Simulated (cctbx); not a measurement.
**Accept or mend?**

Cell a = 4.3000 Å, b = 4.3000 Å, c = 11.0880 Å, α = 90.00°, β = 90.00°, γ = 90.00°; space group I4/mmm (no. 139).

The data are simulated with cctbx, not measured: Cu Kα, λ = 1.54184 Å, to d = 0.8 Å, 70 % of the full sphere, strongest reflection 20000 counts, noise from counting, a 1.5 % proportional error and a noise floor of 4 counts (s.d.); no absorption.

An anisotropic refinement with weights 1/σ² prints:

```text
Rint 0.020, 83 unique reflections to 0.80 A
cycle     R1     wR2    GooF  max shift (A)
   1  0.5737  0.8701  64.494   0.01713
   3  0.5450  0.8203  60.805   0.00001
final R1 0.5450 wR2 0.8203 GooF 60.805  parameters 5  data/parameter 16.6
atom        x        y        z      Ueq    occ   su(xyz)  su(Uiso or U11)
Ho1    0.00000  0.00000  0.00000  -0.0180  1.000  0.00000  0.0131  NPD
Sn1    0.00000  0.00000  0.37478  -0.0185  1.000  0.00190  0.0111  NPD
difference map: max 240.39 min -28.86 rms 20.42
Q1    0.0000  0.5000  0.2500    4  240.39  2.56 A from Sn1
Q2    0.0000  0.0000  0.3791    4  229.99  0.05 A from Sn1
Q3    0.0000  0.0000  0.0000    2  211.24  0.00 A from Ho1
Q4    0.0000  0.5000  0.1464    8    8.80  2.16 A from Sn1
Q5    0.0000  0.0000  0.5000    2    7.29  1.39 A from Sn1
Q6    0.2204  0.2204  0.3735   16    6.22  1.34 A from Sn1
```

Q: Accept it or mend it, and why?

Mend it. The fault: an atom left out, Zn at (1/2, 0, 1/4). Against the right model at the same level, R1 goes from 0.0049 to 0.5450 and GooF from 0.79 to 60.80, the top difference peak, 240.4 e/Å³, lies 2.56 Å from Sn1 and Ho1 and Sn1 go non-positive-definite. Q1 is the missing atom. With scattering power missing, scale and phases suffer, so peaks may also grow on the heavy atoms.

The compound is HoZn2Sn2. The right model at the same level gives:

```text
Rint 0.020, 83 unique reflections to 0.80 A
cycle     R1     wR2    GooF  max shift (A)
   1  0.0050  0.0106   0.798   0.00001
   2  0.0049  0.0105   0.790   0.00000
final R1 0.0049 wR2 0.0105 GooF 0.790  parameters 7  data/parameter 11.9
atom        x        y        z      Ueq    occ   su(xyz)  su(Uiso or U11)
Ho1    0.00000  0.00000  0.00000   0.0116  1.000  0.00000  0.0001
Sn1    0.00000  0.00000  0.37628   0.0105  1.000  0.00002  0.0001
Zn1    0.50000  0.00000  0.25000   0.0129  1.000  0.00000  0.0002
difference map: max 0.26 min -0.32 rms 0.06
Q1    0.0000  0.0000  0.0711    4    0.26  0.79 A from Ho1
Q2    0.0000  0.1193  0.2357   16    0.23  1.64 A from Sn1
Q3    0.1745  0.1745  0.5000    8    0.18  1.73 A from Sn1
Q4    0.0000  0.0000  0.4384    4    0.17  0.69 A from Sn1
Q5    0.2500  0.2500  0.2500    8    0.16  1.52 A from Zn1
Q6    0.1668  0.1668  0.0689   16    0.16  1.27 A from Ho1
```

This is a model crystal, built by substitution and not relaxed, with assumed displacement parameters.

[Middle refinement cycles are left out of these outputs.]

[Logs are printed without paths, hosts, clocks, repeated set-up lines and the standing remarks that a program may print on its own settings, such as how far it seeks lower states.]
